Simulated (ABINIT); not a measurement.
**GaN (F-43m): G0W0 in ABINIT against the screening cutoff in the self-energy**

Wanted: the cheapest screening cutoff in the self-energy that holds the gap of GaN (F-43m).

Program: ABINIT 10.8.3. Level of theory: LDA and many-body steps on it, plane waves. Results are calculated unless marked as measured.

This is a report of a sequence of runs, with most program output left out.

## (1) The structure

It takes space group F-43m (No. 216, cubic). The conventional cell has a = 4.507 Å, b = 4.507 Å, c = 4.507 Å, α = 90.00°, β = 90.00°, γ = 90.00°. Nearest to Ga lie 4 N at 1.95 Å. N has 4 Ga at 1.95 Å nearest. Farther neighbours and most contacts between anions are not listed.

The cell and positions are those that the Materials Project relaxed with its own functionals (PBE, PBE+U or r2SCAN), kept fixed. This is not the form that GaN usually takes at ambient conditions.

## (2) Screening, 4×4×4 mesh, 77 bands, screening to 217.7 eV

This step: ABINIT 10.8.3; RPA screening on LDA, plane waves, norm-conserving pseudopotentials.

The RPA dielectric matrix is built and inverted for each q.

run.abi

```
acell 3*1.0 Angstrom
rprim 
  0.000000000000 2.253500607500 2.253500607500
  2.253500607500 0.000000000000 2.253500607500
  2.253500607500 2.253500607500 0.000000000000
ntypat 2
znucl 31 7
natom 2
typat 1 2
xred 
  0.000000000000 0.000000000000 0.000000000000
  0.750000000000 0.750000000000 0.750000000000
pp_dirpath "pseudos"
pseudos "Ga.upf, N.upf"
ecut 36
ngkpt 4 4 4
nshiftk 1
shiftk 0 0 0
kptopt 1
chksymbreak 0
istwfk *1
occopt 1
irdwfk 1
optdriver 3
nband 77
ecuteps 8
inclvkb 2
awtr 1
symchi 1
indata_prefix "in"
outdata_prefix "out"
tmpdata_prefix "tmp"
```

Command:

```
> OMP_NUM_THREADS=1 mpirun -n 4 abinit run.abi > log
```

Elapsed: 9.1 s, on 4 MPI ranks of Arm Neoverse V2, shared host; peak memory 0.47 GiB; 36 s of CPU time.

Numbers from this step:

```yaml
eps_infinity_with_local_fields_on_this_mesh_along_the_program_s_q_direction: 8.928
the_same_without_local_fields: 9.604
plasma_frequency: 32.93 eV
plane_waves_in_the_screening_matrix: 169
```

Local fields lower ε∞ by 7 %. On a Γ-centred mesh this coarse the value itself is usually too large, while a short band sum pulls it down.

## (3) 0.8 Ha

This step: G0W0 on LDA, plane waves, norm-conserving pseudopotentials.

run.abi, as its differences from that of step 2:

```diff
@@ -23,8 +23,15 @@
 irdwfk 1
-optdriver 3
+optdriver 4
 nband 77
-ecuteps 8
-inclvkb 2
-awtr 1
-symchi 1
+gwcalctyp 0
+ecutsigx 36
+symsigma 1
+nkptgw 1
+kptgw 
+  0.0000000000 0.0000000000 0.0000000000
+bdgw 
+  7 13
+ecuteps 0.8
+irdscr 1
+ppmodel 1
 indata_prefix "in"
```

The job ended after 2.2 s (4 MPI ranks; peak memory 0.11 GiB; 8.3 s of CPU time).

Numbers from this step:

* G0W0 gap on the points computed: 3.297 eV
* starting gap on the mesh: 1.770 eV
* k of the valence top: 0, 0, 0
* k of the conduction bottom: 0, 0, 0
* Z at the valence top: 0.872
* Z at the conduction bottom: 0.874
* least direct G0W0 gap on the computed points: 3.297 eV

## (4) 1.6 Ha

run.abi, as its differences from that of step 3:

```diff
@@ -33,3 +33,3 @@
   7 13
-ecuteps 0.8
+ecuteps 1.6
 irdscr 1
```

Wall time 2.2 s (4 MPI ranks); peak memory 0.11 GiB; 8.3 s of CPU time.

Numbers from this step:

```
G0W0 gap on the points computed              : 2.006 eV
starting gap on the mesh                     : 1.770 eV
k of the valence top                         : 0, 0, 0
k of the conduction bottom                   : 0, 0, 0
Z at the valence top                         : 0.817
Z at the conduction bottom                   : 0.835
least direct G0W0 gap on the computed points : 2.006 eV
```

## (5) 2.8 Ha

The self-energy is evaluated for the states that the input lists, and the levels follow from it, in one-shot runs by the linearised quasiparticle equation.

run.abi, as its differences from that of step 4:

```diff
@@ -33,3 +33,3 @@
   7 13
-ecuteps 1.6
+ecuteps 2.8
 irdscr 1
```

Run time: 2.4 s. Hardware: 4 MPI ranks; peak memory 0.11 GiB.

Numbers from this step:

| Item | Value |
| --- | --- |
| G0W0 gap on the points computed | 2.060 eV |
| starting gap on the mesh | 1.770 eV |
| k of the valence top | 0, 0, 0 |
| k of the conduction bottom | 0, 0, 0 |
| least direct G0W0 gap on the computed points | 2.060 eV |

The gap on the mesh goes from 1.77 eV to 2.06 eV, a correction of +0.29 eV.

## (6) 4 Ha

run.abi, as its differences from that of step 5:

```diff
@@ -33,3 +33,3 @@
   7 13
-ecuteps 2.8
+ecuteps 4
 irdscr 1
```

Run time: 2.5 s. Hardware: 4 MPI ranks; peak memory 0.11 GiB.

This step gave:

| Item | Value |
| --- | --- |
| G0W0 gap on the points computed | 2.274 eV |
| starting gap on the mesh | 1.770 eV |
| k of the valence top | 0, 0, 0 |
| k of the conduction bottom | 0, 0, 0 |
| least direct G0W0 gap on the computed points | 2.274 eV |

Against the run before, the gap moves by +0.214 eV.

## (7) 6 Ha

run.abi, as its differences from that of step 6:

```diff
@@ -33,3 +33,3 @@
   7 13
-ecuteps 4
+ecuteps 6
 irdscr 1
```

It took 2.9 s on 4 MPI ranks; peak memory 0.12 GiB.

Numbers from this step:

```
G0W0 gap on the points computed              : 2.329 eV
starting gap on the mesh                     : 1.770 eV
k of the valence top                         : 0, 0, 0
k of the conduction bottom                   : 0, 0, 0
least direct G0W0 gap on the computed points : 2.329 eV
```

Against the run before, the gap moves by +0.055 eV.

## (8) 8 Ha

run.abi, as its differences from that of step 7:

```diff
@@ -33,3 +33,3 @@
   7 13
-ecuteps 6
+ecuteps 8
 irdscr 1
```

Run time: 3.5 s. Hardware: 4 MPI ranks; peak memory 0.45 GiB.

Numbers from this step:

```yaml
g0w0_gap_on_the_points_computed: 2.332 eV
starting_gap_on_the_mesh: 1.770 eV
k_of_the_valence_top: 0, 0, 0
k_of_the_conduction_bottom: 0, 0, 0
least_direct_g0w0_gap_on_the_computed_points: 2.332 eV
```

Against the run before, the gap moves by +0.003 eV.

## (9) Side by side

Times are wall times on 4 MPI ranks of Arm Neoverse V2, shared host, good to a factor of about two. A run's time includes the screening step that it read.

```
   run   mesh  bands  screening cutoff (eV)  DFT gap (eV)  gap on the mesh (eV)  direct (eV)  ε∞ used  time
0.8 Ha  4×4×4     77                   21.8         1.770                 3.297        3.297     8.93  11 s
1.6 Ha  4×4×4     77                   43.5         1.770                 2.006        2.006     8.93  11 s
2.8 Ha  4×4×4     77                   76.2         1.770                 2.060        2.060     8.93  12 s
  4 Ha  4×4×4     77                  108.8         1.770                 2.274        2.274     8.93  12 s
  6 Ha  4×4×4     77                  163.3         1.770                 2.329        2.329     8.93  12 s
  8 Ha  4×4×4     77                  217.7         1.770                 2.332        2.332     8.93  13 s
```

## (10) Outcome

```yaml
0p8_ha: 3.297 eV
1p6_ha: 2.006 eV
2p8_ha: 2.060 eV
4_ha: 2.274 eV
6_ha: 2.329 eV
8_ha: 2.332 eV
known_limits: not at the basis limit; exchange with frozen shells missing; no spin-orbit coupling; coarse k mesh
```

The setting moved: screening cutoff in the self-energy. From 0.8 Ha to 8 Ha the gap moves by −0.96 eV, not steadily: it passes through 2.01 eV. It holds to 0.03 eV from 6 Ha on. Bands and screening cutoff are coupled, so a series along one setting does not show full convergence. Bands and cutoff are finite, so the gap is not at the basis limit. The miss can reach some tenths of an eV and take either sign; the mesh is an error of its own. In the G0W0 runs levels were corrected at 1 k point alone, so a gap called «on the mesh» is the least over those, and an edge elsewhere would be missed. The 4×4×4 mesh is coarse for this cell, which bears on the long-range parts of exchange and screening. The norm-conserving file of at least one element keeps a d shell over frozen s and p shells of the same row. Exchange with those shells is missing from the self-energy, an error of 0.3 to 0.9 eV in cases checked, whose sign depends on which edge lies on those atoms. The many-body steps are scalar-relativistic: spin-orbit coupling is not in them.

[Paths, hosts, dates, memory and timing lines, banners, echoed tables and standing remarks are left out of the program output.]

[Logs are printed without paths, hosts, clocks, repeated set-up lines and the standing remarks that a program may print on its own settings, such as how far it seeks lower states.]

[Runs of the session that timed out or met a known fault of the program may be left out.]

[Hosts, paths, dates, database ids (printed as entryN), source tags and the programs' standing remarks are cut or masked in the printed files.]

[G0W0 gaps are taken among the corrected bands and points alone; a level outside them can change the order at an edge.]

[Where Ansatz stands beside ABINIT at settings called matched, ABINIT's density can come from a denser mesh and the files from another edition; pairs whose starting gaps differed by over 0.03 eV were left out, so agreement reads better than it is.]
